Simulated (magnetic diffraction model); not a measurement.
## Sc7Zn2Cr2Ga10: the ordered moment from one line

Space group C2/m (no. 12), a = 11.0540 Å, b = 8.4630 Å, c = 8.3880 Å, β = 105.75°.

| site | atom | x | y | z |
| --- | --- | --- | --- | --- |
| 4i | Ga | 0.7245 | 0 | 0.9169 |
| 8j | Ga | 0.3497 | 0.8112 | 0.4433 |
| 8j | Ga | 0.5972 | 0.7872 | 0.1536 |
| 4i | Zn | 0.9535 | 0 | 0.6492 |
| 4i | Cr | 0.7716 | 0 | 0.3499 |
| 8j | Sc | 0.6401 | 0.3140 | 0.8471 |
| 4i | Sc | 0.4995 | 0 | 0.6778 |
| 2a | Sc | 0 | 0 | 0 |

This is a made-up structure (elements placed in a structure type, unrelaxed), so the numbers test the method and describe no known phase.

Only Cr is taken to order (form factors of Cr2+); orders and moment sizes are assumed, and not adapted to the symmetry. Radiation: neutrons of λ = 1.594 Å, 3° to 30°; isotropic B of 0.24 Å² (Ga), 0.27 Å² (Zn), 0.35 Å² (Cr) and 0.38 Å² (Sc). The intensities are simulated: I ∝ L Σ (|F_N|² + |F_M⊥|²) for unpolarised neutrons, with F_M = 2.695 fm/μB × Σ f(s) S exp(2πi Q·r) exp(−B s²) at Q = H ± k (one set where k and −k are equivalent), only the part normal to Q counting and L = 1/(sin²θ cos θ). For collinear order S is the moment m, which repeats by lattice and centring translations R with the sign exp(−2πi k·R). Form factors are spin-only for 3d ions and dipole or tabulated for f ions, scattering lengths are Sears's of 1992, and absorption is left out. A label names one of the reflections at its angle. The strongest nuclear line in the range is 100, and lines under 0.2 are left out.

In a first state the assumed order is k = (1 0 0), collinear moments along [100], 1.59 μB on Cr; signs + at (0.7716, 0, 0.3499), − at (0.2284, 0, 0.6501), with this pattern:

```
2θ (°)     index  nuclear  magnetic
  8.59   (1 0 0)      0.0       1.2
 11.33   (0 0 1)     59.0       0.0
 12.23  (1 0 -1)      0.0       0.9
 13.82   (1 1 0)      1.1       0.0
 15.68   (0 1 1)      0.0       5.8
 16.00   (1 0 1)      0.0       1.5
 16.35  (1 1 -1)     32.6       0.0
 17.23   (2 0 0)     17.7       0.0
 17.89  (2 0 -1)     45.4       0.0
 19.35   (1 1 1)    100.0       0.0
 20.94  (2 1 -1)      0.0       1.4
 21.71   (0 2 0)      4.7       0.0
 22.05  (1 0 -2)      0.0       0.3
 22.77   (0 0 2)      1.4       0.0
 23.14   (2 0 1)     16.8       0.0
 23.39   (1 2 0)      0.0       2.8
```
(The table stops after 16 lines; 12 more lie at higher angle.)

**Question.** Nearer the ordering temperature the line at 15.68° has total intensity 2.8 on the same scale, and all moments have shrunk alike. How large is the Cr moment?

The nuclear part, 0.0, stays, so the magnetic part is 2.8 against 5.8. It goes as m², so m = 1.59 × √(2.8/5.8) = 1.10 μB; the value used was 1.11 μB.

[Logs are printed without paths, hosts, clocks, repeated set-up lines and the standing remarks that a program may print on its own settings, such as how far it seeks lower states.]
